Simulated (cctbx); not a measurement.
**Accept or mend?**

Cell a = 6.7740 Å, b = 7.8160 Å, c = 9.8400 Å, α = 90.00°, β = 90.00°, γ = 90.00°; space group Pnma (no. 62). The compound is Mn2S3Br.

Simulated single-crystal data (cctbx): Mo Kα, λ = 0.71073 Å, to d = 0.84 Å, 50 % of the full sphere, strongest reflection 70000 counts, noise from counting, a 6 % proportional error and a noise floor of 2 counts (s.d.); no absorption, and some extinction, which the refinements don't model.

An anisotropic refinement with weights 1/σ² prints:

```text
Rint 0.052, 36 unique reflections to 2.02 A
cycle     R1     wR2    GooF  max shift (A)
   1  0.0173  0.0759   5.618   0.06102
   2  0.0034  0.0056   0.416   0.00028
final R1 0.0034 wR2 0.0056 GooF 0.416  parameters 33  data/parameter 1.1
atom        x        y        z      Ueq    occ   su(xyz)  su(Uiso or U11)
Br1    0.64792  0.25000  0.95883   0.0212  1.000  0.00036  0.0055
Mn1    0.80516  0.75000  0.74435   0.0115  1.000  0.00245  0.0249  NPD
Mn2    0.00000  0.00000  0.00000   0.0265  1.000  0.00000  0.0186  NPD
S1     0.44350  0.06433  0.28436   0.0113  1.000  0.00309  0.0123  NPD
S2     0.82654  0.75000  0.97590   0.0152  1.000  0.00538  0.0121  NPD
difference map: max 0.04 min -0.04 rms 0.02
Q1    0.2753  0.2500  0.7489    4    0.05  2.22 A from Br1
Q2    0.2069  0.7500  0.9569    4    0.04  1.29 A from Br1
Q3    0.0000  0.0000  0.5000    4    0.04  2.23 A from Br1
Q4    0.2724  0.2500  0.0380    4    0.03  0.68 A from S2
Q5    0.0030  0.0111  0.7477    8    0.03  0.78 A from S1
Q6    0.2546  0.2500  0.2650    4    0.03  0.41 A from Mn1
```

Q: Accept it or mend it, and why?

Mend it. The fault: data cut at low resolution. Against the right model at the same level, R1 goes from 0.0170 to 0.0034 and GooF from 0.94 to 0.42 and Mn1, Mn2, S1 and S2 go non-positive-definite. The atoms are right, but there are too few data for the parameters: R1 flatters and the s.u.s grow. Data per parameter fall from 14.5 to 1.1.

The compound is Mn2S3Br. The right model at the same level gives:

```text
Rint 0.046, 478 unique reflections to 0.84 A
cycle     R1     wR2    GooF  max shift (A)
   1  0.0790  0.2841   6.653   0.01224
   2  0.0170  0.0399   0.935   0.00002
final R1 0.0170 wR2 0.0399 GooF 0.935  parameters 33  data/parameter 14.5
atom        x        y        z      Ueq    occ   su(xyz)  su(Uiso or U11)
Br1    0.64845  0.25000  0.95818   0.0218  1.000  0.00004  0.0002
Mn1    0.80641  0.75000  0.74689   0.0086  1.000  0.00006  0.0003
Mn2    0.00000  0.00000  0.00000   0.0239  1.000  0.00000  0.0003
S1     0.44134  0.06761  0.27987   0.0093  1.000  0.00006  0.0003
S2     0.82887  0.75000  0.98081   0.0099  1.000  0.00009  0.0003
difference map: max 0.41 min -0.42 rms 0.11
Q1    0.2233  0.7500  0.6837    4    0.41  0.89 A from Mn1
Q2    0.0513  0.2500  0.7117    4    0.38  1.80 A from Br1
Q3    0.1863  0.1574  0.0875    8    0.37  0.99 A from S2
Q4    0.1178  0.0182  0.9134    8    0.37  1.18 A from Mn2
Q5    0.0146  0.2500  0.5762    4    0.36  0.97 A from Br1
Q6    0.9904  0.1053  0.8683    8    0.35  1.54 A from Mn2
```

The model was made for the exercise: a known structure type with other elements put in, its volume estimated, not relaxed; displacement parameters are assumed.

[Middle refinement cycles are left out of these outputs.]

[Logs are printed without paths, hosts, clocks, repeated set-up lines and the standing remarks that a program may print on its own settings, such as how far it seeks lower states.]
